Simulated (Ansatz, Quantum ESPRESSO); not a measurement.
# Equation of state of bcc Ta

How stiff is bcc Ta under hydrostatic load? Each row relaxes cell and atoms at a set pressure. The phase is followed to these pressures whether or not it stays the stable one.

Calculated with Quantum ESPRESSO 7.5, PBEsol, GBRV 1.5 ultrasoft potentials, cutoff 680 eV, Fermi–Dirac smearing 0.05 eV, k-mesh 19×19×19, no spin polarisation, no spin-orbit coupling.

Reference cell, relaxed at zero pressure with PBEsol (Im-3m): a = 2.8403 Å, b = 2.8403 Å, c = 2.8403 Å, α = 109.47°, β = 109.47°, γ = 109.47°.

```
atom       x       y       z
  Ta  0.0000  0.0000  0.0000
```

| V (Å³/atom) | V/V0 | P (GPa) | E − E0 (meV/atom) |
| --- | --- | --- | --- |
| 17.9886 | 1.0198 | −3.936 | 3.7 |
| 17.2396 | 0.9774 | 4.917 | 6.8 |
| 16.5441 | 0.9379 | 14.823 | 50.4 |
| 16.2412 | 0.9208 | 19.770 | 83.7 |
| 15.7013 | 0.8901 | 29.730 | 167.8 |

V0 = 17.6390 Å³ an atom, where the residual pressure P0 is −0.005 GPa. **Question.** Fit the Birch–Murnaghan law and give the pressure and the energy at V = 16.8756 Å³ an atom, a row left out above.

With the Eulerian strain f = ½[(V0/V)^(2/3) − 1] and F = (P − P0)/[3f(1 + 2f)^(5/2)], the third-order law is the line F = B0 + (3/2) B0 (B′ − 4) f.

```csv
f,F (GPa)
0.04033,202.42
0.02829,203.04
0.02182,203.54
0.00769,205.28
−0.00650,208.31
```

A straight line through the 5 rows: the means are 0.01833 for f and 204.52 for F, Σ(Δx)² = 0.001325 and ΣΔxΔy = −0.1666, so the slope is −0.1666/0.001325 = −125.69 and the intercept 204.52 − (−125.69)(0.01833) = 206.82.

Hence B0 = 206.8 GPa and B′ = 4 + (−125.7)/(1.5 × 206.8) = 3.59. For the withheld volume f = 0.01497, F = 204.94 GPa and P = 9.90 GPa. The run itself gives 9.87 GPa, so the estimate misses by 0.03 GPa; the fitted rows themselves lie up to 0.10 GPa off the law.

Integrating the same law gives E − E0 = (9/2) B0 V0 f²[1 + (B′ − 4) f] + P0(V0 − V), with 1 GPa Å³ = 6.2415 meV: 22.8 meV an atom. The run itself gives 24.3 meV, so the estimate misses by 1.5 meV; the fitted rows themselves lie up to 3.9 meV off the law.

The same fit over all rows at other levels or in other programs gives B0 = 205 GPa with PBEsol (Ansatz).

Measured volume: 18.011 Å³ an atom (doi:10.1016/0036-9748(77)90141-7), so V0 is −2.1 % off. A stiffness follows the volume as d ln B/d ln V = −B′, which moves B0 by about −7 % when it is taken at the measured volume.

Measured bulk modulus: 194 GPa (arxiv:cond-mat/0403080), against 207 GPa here (+7 %).

The calculation is for a static lattice, while measurements hold thermal and zero-point motion.

[Logs are printed without paths, hosts, clocks, repeated set-up lines and the standing remarks that a program may print on its own settings, such as how far it seeks lower states.]
